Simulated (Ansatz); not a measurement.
# CaSnSe3 (model cell, started as cubic perovskite with Sn in the octahedra): a soft mode frozen in

Wanted: the energy along a soft mode of CaSnSe3 (model cell, started as cubic perovskite with Sn in the octahedra) and the structure at the end.

Calculated with Ansatz 0.2.0; DFT PBEsol, scalar-relativistic, plane waves, PAW; PAW set soft_1.

The structure was built from a prototype and need not be the compound's stable phase.

### Step 1. The starting structure

Symmetry: Pm-3m, No. 221, cubic system. The conventional cell has a = 5.209 Å, b = 5.209 Å, c = 5.209 Å, α = 90.00°, β = 90.00°, γ = 90.00°. Nearest to Ca lie 12 Se at 3.68 Å. Nearest to Sn lie 6 Se at 2.60 Å. Nearest to Se lie 2 Sn at 2.60 Å and 4 Ca at 3.68 Å. Farther neighbours and most contacts between anions are not listed.

Coordinates:

```cif
data_structure
_symmetry_space_group_name_H-M 'Pm-3m'
_symmetry_Int_Tables_number 221
_cell_length_a 5.2087
_cell_length_b 5.2087
_cell_length_c 5.2087
_cell_angle_alpha 90.000
_cell_angle_beta 90.000
_cell_angle_gamma 90.000
_cell_volume 141.31
loop_
_atom_site_label
_atom_site_type_symbol
_atom_site_symmetry_multiplicity
_atom_site_Wyckoff_symbol
_atom_site_fract_x
_atom_site_fract_y
_atom_site_fract_z
_atom_site_occupancy
Ca1 Ca 1 a 0.00000 0.00000 0.00000 1
Sn1 Sn 1 b 0.50000 0.50000 0.50000 1
Se1 Se 3 c 0.50000 0.50000 0.00000 1
```

### Step 2. Response at finite wavevector

The cell comes from relaxations at this level that are not shown. Stability and thermal properties need the whole zone. Linear response on a 2×2×2 q mesh gives force constants as far as a supercell of that size would.

The input, input.yaml:

```yaml
crystal:
  lattice:
    - [5.2086939713, 0.0, 0.0]
    - [0.0, 5.2086939713, 0.0]
    - [0.0, 0.0, 5.2086939713]
  atoms:
    - { symbol: Ca, position: [0.0, 0.0, 0.0] }
    - { symbol: Sn, position: [0.5, 0.5, 0.5] }
    - { symbol: Se, position: [0.5, 0.5, 0.0] }
    - { symbol: Se, position: [0.5, 0.0, 0.5] }
    - { symbol: Se, position: [0.0, 0.5, 0.5] }
kpoints:
  mp_grid: { grid: [8, 8, 8] }
hamiltonian:
  xc: pbesol
  pseudopotentials: { kind: paw, azcp: { folder: soft_1 }, xc_functional: pbe }
scf:
  occupations: { method: methfessel_paxton, width: 0.2 }
output:
  eigenvalues: true
phonons:
  method: dfpt
  qmesh: [2, 2, 2]
  temperatures: { t_max: 1000, t_step: 50 }
  qpath:
    path:
      - [[0.0, 0.0, 0.0], [0.0, 0.5, 0.0], [0.5, 0.5, 0.0], [0.0, 0.0, 0.0], [0.5, 0.5, 0.5], [0.0, 0.5, 0.0]]
      - [[0.5, 0.5, 0.5], [0.5, 0.5, 0.0]]
    npoints: 10
```

Command:

```console
$ ansatz run input.yaml --threads 4 --pin off --max-ram 16384MiB --backend cpu --events-out ev --progress --plain --runs-dir out
```

Numbers of over 12 decimals in the logs are rounded to 6 here.

The log of the run:

```text
Engine: ansatz 0.2.0, aarch64-unknown-linux-gnu
Pseudopotentials: kind: paw
Pseudopotential: Ca, paw, valence charge 10, recommended cutoff 420 eV (normal), soft_1/Ca.paw.azcp
Pseudopotential: Sn, paw, valence charge 14, recommended cutoff 420 eV (normal), soft_1/Sn.paw.azcp
Pseudopotential: Se, paw, valence charge 16, recommended cutoff 420 eV (normal), soft_1/Se.paw.azcp
Functional definition: PBEsol
  exchange = pbesol_x
  correlation = pbesol_c
Crystal: 5 atoms, lattice volume = 141.314 Å³
Basis set: ecut = 420 eV, 2777 PW (Γ), exchange–correlation on 72×72×72 points (8 copies of the dense FFT grid, shifted against one another)
Bands: 44, of which v1, the nominal top of the filled ones, is band 36 counted from 1 (35 counted from 0)
Symmetry: 48 space group operations
k-points: 35 of 512
Non-local potential: Ca, projectors of the file, l = 0: 3, l = 1: 2, l = 2: 2
Non-local potential: Sn, projectors of the file, l = 0: 2, l = 1: 2, l = 2: 2, l = 3: 1
Non-local potential: Se, projectors of the file, l = 0: 2, l = 1: 2, l = 2: 3, l = 3: 1
PAW form: soft (Blöchl's): semilocal exchange-correlation on the pseudo side does not see the compensation charge
PAW frozen core: Ca, regenerated for the run's functional, and the local potential with it (the file was generated under x = pbe(κ = 0.804, μ = 0.219515), c = pbe(β = 0.066725))
PAW frozen core: Sn, regenerated for the run's functional, and the local potential with it (the file was generated under x = pbe(κ = 0.804, μ = 0.219515), c = pbe(β = 0.066725))
PAW frozen core: Se, regenerated for the run's functional, and the local potential with it (the file was generated under x = pbe(κ = 0.804, μ = 0.219515), c = pbe(β = 0.066725))
PAW one-centre angular grid: Ca, 110 points (default); XC on 64 Gauss nodes
PAW one-centre angular grid: Sn, 590 points (default); XC on 64 Gauss nodes
PAW one-centre angular grid: Se, 590 points (default); XC on 64 Gauss nodes
Initial density: superposition of atomic densities (chi_scale 0.1, normalization cell, long waves kept (reshape's long-wave potential 0.01 eV rms))
Initial wavefunctions: pseudopotential atomic-orbital guess
Functional: x = pbesol(κ = 0.804, μ = 0.123457), c = pbesol(β = 0.046)
SCF iter   1: F=—  HF=-24020.183689 eV  |F-HF|=—  |Δ(HF+E_count)|=         —  Δρ=4.38e-2  dr2=5.60e0  ethr=3.10e-3  ⟨swp⟩=8.7  Hψ=6771  notcnv=0
preconditioner: auto → Kerker (q_TF=auto, 2.438 Å⁻¹)  [metal: Δε(μ)=0.071 eV  Ē_g=6.640 eV  σ=0.200 eV  W_gap=0.29  n_scr=32 (ndim 8)  ℏωp=15.3 eV  f_vac=0.000  D(μ)=2.23/eV (n_scr^D=6)]
SCF iter   2: F=—  HF=-24019.068546 eV  |F-HF|=—  |Δ(HF+E_count)|=    1.12e0  S|Δr|=    0.00e0  Δρ=1.71e-2  dr2=6.72e-1  ethr=3.10e-3  ⟨swp⟩=3.0  Hψ=3027  notcnv=0  defer=25
SCF iter   3: F=—  HF=-24018.892354 eV  |F-HF|=—  |Δ(HF+E_count)|=   1.76e-1  S|Δr|=    0.00e0  Δρ=8.00e-3  dr2=1.63e-1  ethr=9.33e-4  ⟨swp⟩=2.3  Hψ=2726  notcnv=0  defer=28
SCF iter   4: F=—  HF=-24018.851759 eV  |F-HF|=—  |Δ(HF+E_count)|=   4.06e-2  S|Δr|=    0.00e0  Δρ=2.21e-3  dr2=1.83e-2  ethr=2.26e-4  ⟨swp⟩=2.5  Hψ=2773  notcnv=0  defer=29
SCF iter   5: F=—  HF=-24018.845969 eV  |F-HF|=—  |Δ(HF+E_count)|=   5.79e-3  S|Δr|=    0.00e0  Δρ=1.19e-3  dr2=3.59e-3  ethr=2.54e-5  ⟨swp⟩=2.0  Hψ=2901  notcnv=0  defer=28
SCF iter   6: F=—  HF=-24018.845057 eV  |F-HF|=—  |Δ(HF+E_count)|=   9.13e-4  S|Δr|=    0.00e0  Δρ=2.68e-4  dr2=3.35e-4  ethr=4.98e-6  ⟨swp⟩=2.0  Hψ=2272  notcnv=0  defer=29
SCF iter   7: F=—  HF=-24018.845003 eV  |F-HF|=—  |Δ(HF+E_count)|=   5.38e-5  S|Δr|=    0.00e0  Δρ=1.04e-4  dr2=5.60e-5  ethr=4.65e-7  ⟨swp⟩=1.9  Hψ=2008  notcnv=0  defer=29
SCF iter   8: F=—  HF=-24018.844993 eV  |F-HF|=—  |Δ(HF+E_count)|=   9.72e-6  S|Δr|=    0.00e0  Δρ=4.34e-5  dr2=9.25e-6  ethr=7.78e-8  ⟨swp⟩=2.7  Hψ=2798  notcnv=0  defer=29
SCF iter   9: F=—  HF=-24018.844992 eV  |F-HF|=—  |Δ(HF+E_count)|=   1.55e-6  S|Δr|=    0.00e0  Δρ=1.29e-5  dr2=3.71e-7  ethr=1.28e-8  ⟨swp⟩=2.6  Hψ=2198  notcnv=0  defer=29
SCF iter  10: F=—  HF=-24018.844990 eV  |F-HF|=—  |Δ(HF+E_count)|=   1.28e-6  S|Δr|=    0.00e0  Δρ=3.38e-6  dr2=1.66e-8  ethr=5.16e-10  ⟨swp⟩=2.0  Hψ=2762  notcnv=0  defer=30
SCF iter  11: F=—  HF=-24018.844990 eV  |F-HF|=—  |Δ(HF+E_count)|=   1.62e-8  S|Δr|=    0.00e0  Δρ=6.05e-7  dr2=4.25e-10  ethr=2.30e-11  ⟨swp⟩=2.0  Hψ=2204  notcnv=0  defer=30
SCF iter  12: F=—  HF=-24018.844990 eV  |F-HF|=—  |Δ(HF+E_count)|=  4.80e-10  S|Δr|=    0.00e0  Δρ=1.37e-7  dr2=3.31e-11  ethr=1.00e-12  ⟨swp⟩=2.0  Hψ=2750  notcnv=0  defer=30
SCF iter  13: F=-24018.844990 eV  HF=-24018.844990 eV  |F-HF|=7.28e-12  |Δ(HF+E_count)|=  2.91e-11  S|Δr|=    0.00e0  Δρ=4.31e-8  dr2=4.62e-12  ethr=1.00e-12  ⟨swp⟩=11.8  Hψ=8244  notcnv=0
SCF 1 converged in 13 iterations: F = -24018.844990 eV  dr2 = 4.62e-12
  greatest PAW one-centre occupation: 1.000 electrons in one spin orbital (limit 2), on the Se atom at site 3 (counted from 0), in its partial waves of l = 2
Initial density: read from a saved state, or passed on in memory by an earlier SCF of this step, an earlier step, the calling program or the single point that the run made first
iter 1 solved again at ethr=9.31e-8 eV; its pass at ethr=3.10e-3 eV (dr2=6.70e-5 eV) is discarded
SCF iter   1: F=—  HF=-24018.844990 eV  |F-HF|=—  |Δ(HF+E_count)|=         —  Δρ=5.30e-7  dr2=6.46e-10  ethr=9.31e-8  ⟨swp⟩=3.9  Hψ=11248  notcnv=0
eigensolver tolerance schedule: the retry pair's looser diagonalisation over-reported the residual by 103733.42 of it (diagonalisation noise at an unbounded share of the residual, at the tolerance the schedule requests for it); recorded, not acted on — ethr = c·dr2/N_el stays at c = 1.0e-1
preconditioner: auto → LDOS  [metal: Δε(μ)=0.022 eV  Ē_g=8.165 eV  σ=0.200 eV  W_gap=0.09  n_scr=32 (ndim 8)  ℏωp=15.3 eV  f_vac=0.024  D(μ)=2.46/eV (n_scr^D=18)  β→1.0]
SCF iter   2: F=—  HF=-24018.844990 eV  |F-HF|=—  |Δ(HF+E_count)|=   6.89e-7  S|Δr|=    0.00e0  Δρ=8.44e-7  dr2=2.18e-9  ethr=1.00e-12  ⟨swp⟩=4.2  Hψ=4693  notcnv=0
SCF iter   3: F=—  HF=-24018.844990 eV  |F-HF|=—  |Δ(HF+E_count)|=   1.01e-9  S|Δr|=    0.00e0  Δρ=3.36e-7  dr2=2.38e-10  ethr=1.00e-12  ⟨swp⟩=2.5  Hψ=2821  notcnv=0
SCF iter   4: F=—  HF=-24018.844990 eV  |F-HF|=—  |Δ(HF+E_count)|=  7.28e-11  S|Δr|=    0.00e0  Δρ=2.25e-7  dr2=1.25e-10  ethr=1.00e-12  ⟨swp⟩=1.0  Hψ=1540  notcnv=0
SCF iter   5: F=—  HF=-24018.844990 eV  |F-HF|=—  |Δ(HF+E_count)|=  4.00e-11  S|Δr|=    0.00e0  Δρ=1.27e-7  dr2=3.68e-11  ethr=1.00e-12  ⟨swp⟩=1.0  Hψ=1540  notcnv=0
SCF iter   6: F=-24018.844990 eV  HF=-24018.844990 eV  |F-HF|=1.46e-11  |Δ(HF+E_count)|=  1.09e-11  S|Δr|=    0.00e0  Δρ=1.25e-8  dr2=1.88e-13  ethr=1.00e-12  ⟨swp⟩=3.5  Hψ=4951  notcnv=0
SCF 2 converged in 6 iterations: F = -24018.844990 eV  dr2 = 1.88e-13
  greatest PAW one-centre occupation: 1.000 electrons in one spin orbital (limit 2), on the Se atom at site 4 (counted from 0), in its partial waves of l = 2
phonons: the bands overlap, so this run is a metal and interpolates without the dipole-dipole term. If the crystal is really an insulator or semiconductor, its LO-TO splitting is missing
NSCF: frozen V_eff on 35 k-points
WARN: eigensolver did not converge (k=1): 1 band(s) unlocked after 20 sweeps at ethr=1.19e-12 eV (storage-precision floor; scheduled 1.00e-12 eV) (lowest unlocked band 43, counted from 0; max residual 9.75e-6 eV among the unlocked bands, 9.75e-6 eV over every band; other slots of this pass that fall short are told together in one closing line; warning suppressed until the next SCF loop or pass starts)
NSCF: frozen V_eff on 125 k-points
DFPT response loops at q = (0, 0, 0) (fractional): preconditioner auto → Kerker (q_TF=auto, 2.438 Å⁻¹) (partly filled bands, converged f_vac=0.024); β = 1.00, the filter's whole step (`scf.mixing.beta` (0.50) is not read by the response loops under this deck's `scf.mixing.preconditioner`; to damp them name `kerker` or `kerker_dos`, under which they read `scf.mixing.beta`, and type it under 1.00, their step now; both keys bind the ground state too); Broyden in place of MSR1
NSCF: frozen V_eff on 250 k-points
DFPT response loops at q = (0, 0, -0.5) (fractional): mixed as the last ones told, above
NSCF: frozen V_eff on 250 k-points
DFPT response loops at q = (0, -0.5, -0.5) (fractional): mixed as the last ones told, above
NSCF: frozen V_eff on 250 k-points
DFPT response loops at q = (-0.5, -0.5, -0.5) (fractional): mixed as the last ones told, above
SCF converged after 13 iterations
Stability not checked: this state was not tested for a lower state beside it, because cold or Methfessel-Paxton smearing, or corrected tetrahedra, fill the levels in a way that the test cannot read (fill_not_monotonic; see scf.lower_state_search)
Free energy (F): -24018.844990 eV
Harris-Foulkes:  -24018.844990 eV  (|F-HF|=7.28e-12)
Internal energy: -24018.838258 eV  (E = F + TS)
E sigma→0 (E₀):  -24018.843307 eV
Entropy (-TS):   -0.006733 eV (-1.347 meV/atom)
Fermi energy:    7.051500 eV
--- Per-component energies (eV) ---
  E_band       = -1464.012311
  E_kinetic    = 752.948683
  E_local      = -10836.481087  (includes V_loc(G=0)·N_el)
  E_nonlocal   = -820.543456
  E_hartree    = 5457.193413
  E_xc         = -504.375947
  E_vxc        = -508.549214  (∫ρ·V_xc dr)
  E_paw        = -11399.711033  (= ΣΔE_a)
  E_vpaw       = -965.773360  (= ΣTr[D̂ρ^β])
  E_aug_tail   = -0.000794  (compensation charges beyond the density's cutoff)
  E_ewald      = -6671.297027
  E_core_change = 3.428989  (= ΣΔE_core)
  E_smearing   = -0.006733  (= −TS)
  E_closure    = -0.000000  (closes the sum)
  Σ components = -24018.844990   (vs F -24018.844990, Δ=0.00e0)
--- Band table (eV; the first three rows and the last of 35) ---
  k-point 0: bands = [... 32 lower, 6.0934, 6.0934, 6.2174, 6.2174, 6.2174, 8.4943, 9.3452, 9.3452, ... 4 higher]
  k-point 1: bands = [... 32 lower, 5.9909, 5.9909, 6.0729, 6.1747, 6.1747, 8.8612, 9.4324, 9.5343, ... 4 higher]
  k-point 2: bands = [... 32 lower, 5.7110, 5.7269, 6.1264, 6.1264, 6.1929, 9.5651, 9.7253, 9.7596, ... 4 higher]
  k-point 34: bands = [... 32 lower, 6.1844, 7.3829, 7.3829, 7.3829, 8.6684, 9.1843, 9.1843, 9.1843, ... 4 higher]
--- Phonons (Γ-DFPT): 4 representative perturbations + reference (Σ response iterations 12) ---
  ASR residual: 3.395e-5 → 0.000e0 eV/Å²; symmetrization residual: 2.582e-5 eV/Å²
  ASR residual per site (eV/Å²): 1.55e-5 3.17e-5 3.40e-5 3.40e-5 3.40e-5
  Γ frequencies (cm⁻¹): -117.34 -117.34 -117.34 -71.60 -71.60 -71.60 -32.47 -32.47 -32.47 0.00 0.00 0.00 234.97 234.97 234.97
--- Phonons (arbitrary-q DFPT): 4 irreducible q on the 2×2×2 mesh ---
  q = [0.0000, 0.0000, 0.0000] (star 1, of the zone-centre solve; hermiticity 4.48e-6, symmetrization 1.25e-11): -117.34 -117.34 -117.34 -71.60 -71.60 -71.60 -32.47 -32.47 -32.47 0.00 0.00 0.00 234.97 234.97 234.97
  q = [0.0000, 0.0000, -0.5000] (star 3, 9 solved perturbations in 975 linear systems a pass and spin channel, the states on 125 of 512 k-point pairs; hermiticity 2.48e-6, symmetrization 3.16e-9): -107.04 -107.04 -75.76 -69.72 -69.72 -68.45 -66.70 -37.60 -37.60 29.42 29.42 161.60 202.73 235.29 235.29
  q = [0.0000, -0.5000, -0.5000] (star 3, 9 solved perturbations in 975 linear systems a pass and spin channel, the states on 125 of 512 k-point pairs; hermiticity 4.38e-6, symmetrization 6.23e-9): -114.30 -114.30 -92.65 -78.74 -67.81 -67.81 18.80 25.24 25.24 47.00 167.57 167.57 190.49 218.15 235.75
  q = [-0.5000, -0.5000, -0.5000] (star 1, 4 solved perturbations in 350 linear systems a pass and spin channel, the states on 125 of 512 k-point pairs; hermiticity 1.98e-6, symmetrization 5.70e-9): -117.82 -117.82 -117.82 -96.83 -96.83 -96.83 59.41 59.41 59.41 171.99 171.99 171.99 188.80 188.80 233.28
  sum rule: each row above includes the acoustic sum rule's correction from the zone centre's row sums; it moved no ω² by more than (0.34 cm⁻¹)²
  mesh force constants: q→R imaginary residual 3.43e-18; ASR residual 3.395e-5 → 0.000e0 eV/Å²; symmetrization residual 7.105e-15 eV/Å²
  interpolated dispersion: 62 rows × 15 modes
  density of states and harmonic sums: on the 12×12×12 q-mesh, interpolated from the force constants of a 2×2×2 supercell (no non-analytic term)
  largest difference from the sums on the solved wave vectors: F 6.71e-2 eV, S 1.08e-4 and C_V 4.06e-5 eV/K
  zero-point energy: 0.064288 eV/cell   skipped modes (ω ≤ 0): 629, of them read as no rigid motion or as one in doubt: 626 (7.402e0 modes/cell left out, lowest -117.82 cm⁻¹)   left out of the sums: 4.94e-1 of the cell's modes: C_V's classical limit lies that fraction below 3 k_B per atom; for a crystal, a wire or a layer, F and S can be off by more, and a phonons.interpolated_qmesh denser along its periods is the remedy for the sampling
```

Run time: 7 min. Hardware: 4 threads of Arm Neoverse V2, shared host; peak memory 2.1 GiB.

Reading the cycles: dr2 is the Hartree energy of the density residual (eV), the measure of convergence; HF is the Harris–Foulkes estimate of the energy, which meets the free energy F at convergence.

Numbers from this step:

```
volume per atom                                         : 28.26 Å³
gap on the k-mesh                                       : 0 eV
sum-rule residual before enforcement                    : 3.40e-5 eV/Å²
lowest frequency on the path                            : -117.8 cm⁻¹
point group                                             : m-3m
highest frequency on the path or at a solved wavevector : 236.1 cm⁻¹
highest optical mode at the zone centre (no LO-TO term) : 235.0 cm⁻¹
lowest optical zone-centre mode                         : -117.3 cm⁻¹
lowest mode on the q mesh (acoustic modes at Γ apart)   : -117.8 cm⁻¹
```

Frequencies (cm⁻¹) solved at each irreducible wavevector; negative means imaginary. Frequencies by wavevector, by row:

```tsv
q in reciprocal lattice units	star	mode 1	mode 2	mode 3	mode 4	mode 13	mode 14	mode 15
0 0 0	1	-117.3	-117.3	-117.3	-71.6	235	235	235
0 0 -0.5	3	-107	-107	-75.8	-69.7	202.7	235.3	235.3
0 -0.5 -0.5	3	-114.3	-114.3	-92.7	-78.7	190.5	218.2	235.8
-0.5 -0.5 -0.5	1	-117.8	-117.8	-117.8	-96.8	188.8	188.8	233.3
```

Interpolated from a 2×2×2 q mesh. The phonon branches at the labelled points (cm⁻¹):

```tsv
point	branch 1	branch 2	branch 3	branch 4	branch 12	branch 13	branch 14	branch 15
Γ	-117	-117	-117	-72	0	235	235	235
halfway	-112	-112	-102	-74	102	225	235	235
X	-107	-107	-76	-70	162	203	235	235
halfway	-111	-102	-97	-87	165	201	229	236
M	-114	-114	-93	-79	168	190	218	236
halfway	-114	-106	-95	-82	108	221	230	235
Γ	-117	-117	-117	-72	0	235	235	235
halfway	-111	-111	-88	-86	115	221	221	236
R	-118	-118	-118	-97	172	189	189	233
halfway	-109	-106	-106	-90	167	200	221	236
X	-107	-107	-76	-70	162	203	235	235
jump to R	-118	-118	-118	-97	172	189	189	233
halfway	-114	-114	-103	-95	170	190	210	235
M	-114	-114	-93	-79	168	190	218	236
```

Symmetry leaves 4 wavevectors to solve. The lowest mode among them, the acoustic zeros apart, lies at q = (-0.5, -0.5, -0.5) and is imaginary, 117.8i cm⁻¹, so the energy falls along it.

### Step 3. The mode frozen in, largest atomic shift 0 Å

The mode followed lies at Γ with frequency 117.3i cm⁻¹ and is 3-fold degenerate, one of the unstable modes though not the softest. At small amplitude the distorted cell has space group no. 160 by a symmetry search on the positions. The undistorted cell that holds it gives the zero of energy on the same k mesh.

input.yaml, the sections that differ from step 2:

```yaml
output:
  forces: true
  stress: true
  eigenvalues: true
# crystal, kpoints, hamiltonian, scf: as in step 2
# phonons: removed
```

The log of the run:

```text
[...]
Crystal: 5 atoms, lattice volume = 141.314 Å³
Basis set: ecut = 420 eV, 2777 PW (Γ), exchange–correlation on 72×72×72 points (8 copies of the dense FFT grid, shifted against one another)
Bands: 44, of which v1, the nominal top of the filled ones, is band 36 counted from 1 (35 counted from 0)
Symmetry: 48 space group operations
[...]
k-points: 35 of 512
[...]
k-point 0: bands = [... 32 lower, 6.0934, 6.0934, 6.2174, 6.2174, 6.2174, 8.4943, 9.3451, 9.3451, ... 4 higher]
  k-point 1: bands = [... 32 lower, 5.9909, 5.9909, 6.0729, 6.1747, 6.1747, 8.8612, 9.4323, 9.5343, ... 4 higher]
  k-point 2: bands = [... 32 lower, 5.7110, 5.7269, 6.1264, 6.1264, 6.1929, 9.5650, 9.7253, 9.7594, ... 4 higher]
  k-point 34: bands = [... 32 lower, 6.1844, 7.3829, 7.3829, 7.3829, 8.6684, 9.1843, 9.1843, 9.1843, ... 4 higher]
[key lines of the parts left out:]
SCF converged after 10 iterations
Free energy (F): -24018.844990 eV
Fermi energy:    7.051502 eV
P = ⅓ Tr σ = 0.0050 GPa (0.050 kbar)
```

Run time: 3.3 s. Hardware: 4 threads; peak memory 0.54 GiB.

This step gave:

```yaml
pressure: 0.004951 GPa
energy_from_the_undistorted_cell: 0 meV/atom
```

The run ends at a pressure of 0.00 GPa.

### Step 4. The mode frozen in, largest atomic shift 0.6 Å

The atoms are moved along the unstable eigenvector, the largest shift by 0.6 Å, with the cell fixed.

input.yaml, the sections that differ from step 3:

```yaml
crystal:
  lattice:
    - [5.2086939713, 0.0, 0.0]
    - [0.0, 5.2086939713, 0.0]
    - [0.0, 0.0, 5.2086939713]
  atoms:
    - { symbol: Ca, position: [-0.066506146, 0.066506146, 0.066506146] }
    - { symbol: Sn, position: [0.4928672128, 0.5071327872, 0.5071327872] }
    - { symbol: Se, position: [0.5226354808, 0.4773645192, 0.000796832] }
    - { symbol: Se, position: [0.5226354808, 0.000796832, 0.4773645192] }
    - { symbol: Se, position: [-0.000796832, 0.4773645192, 0.4773645192] }
# kpoints, hamiltonian, scf, output: as in step 3
```

The log of the run:

```text
[...]
Crystal: 5 atoms, lattice volume = 141.314 Å³
Basis set: ecut = 420 eV, 2777 PW (Γ), exchange–correlation on 72×72×72 points (8 copies of the dense FFT grid, shifted against one another)
Bands: 44, of which v1, the nominal top of the filled ones, is band 36 counted from 1 (35 counted from 0)
Symmetry: 6 space group operations
[...]
k-points: 65 of 512 (time reversal used)
[...]
k-point 0: bands = [... 32 lower, 5.7093, 6.0540, 6.1363, 6.1363, 6.1888, 8.7341, 9.8399, 9.8399, ... 4 higher]
  k-point 1: bands = [... 32 lower, 5.6269, 5.9380, 5.9780, 6.1165, 6.2282, 9.0470, 9.8258, 9.9805, ... 4 higher]
  k-point 2: bands = [... 32 lower, 5.3949, 5.7440, 5.9667, 6.0484, 6.3656, 9.6748, 9.9854, 10.1724, ... 4 higher]
  k-point 64: bands = [... 32 lower, 6.0613, 6.9732, 6.9732, 7.3435, 8.8274, 9.0040, 9.2758, 9.2758, ... 4 higher]
[key lines of the parts left out:]
SCF converged after 9 iterations
Free energy (F): -24019.212142 eV
Fermi energy:    6.880882 eV
P = ⅓ Tr σ = 1.4672 GPa (14.672 kbar)
```

It took 9.6 s on 4 threads; peak memory 0.59 GiB.

Numbers from this step:

```
pressure                         : 1.467 GPa
energy from the undistorted cell : -73.47 meV/atom
```

The energy, extrapolated to zero smearing, is -73.47 meV/atom against the undistorted cell.

The run ends at a pressure of 1.47 GPa, with forces up to 0.36 eV/Å.

(Continued in part 2 of 2.)

[Logs are printed without paths, hosts, clocks, repeated set-up lines and the standing remarks that a program may print on its own settings, such as how far it seeks lower states.]

[Hosts, paths, dates, database ids (printed as entryN), source tags and the programs' standing remarks are cut or masked in the printed files.]
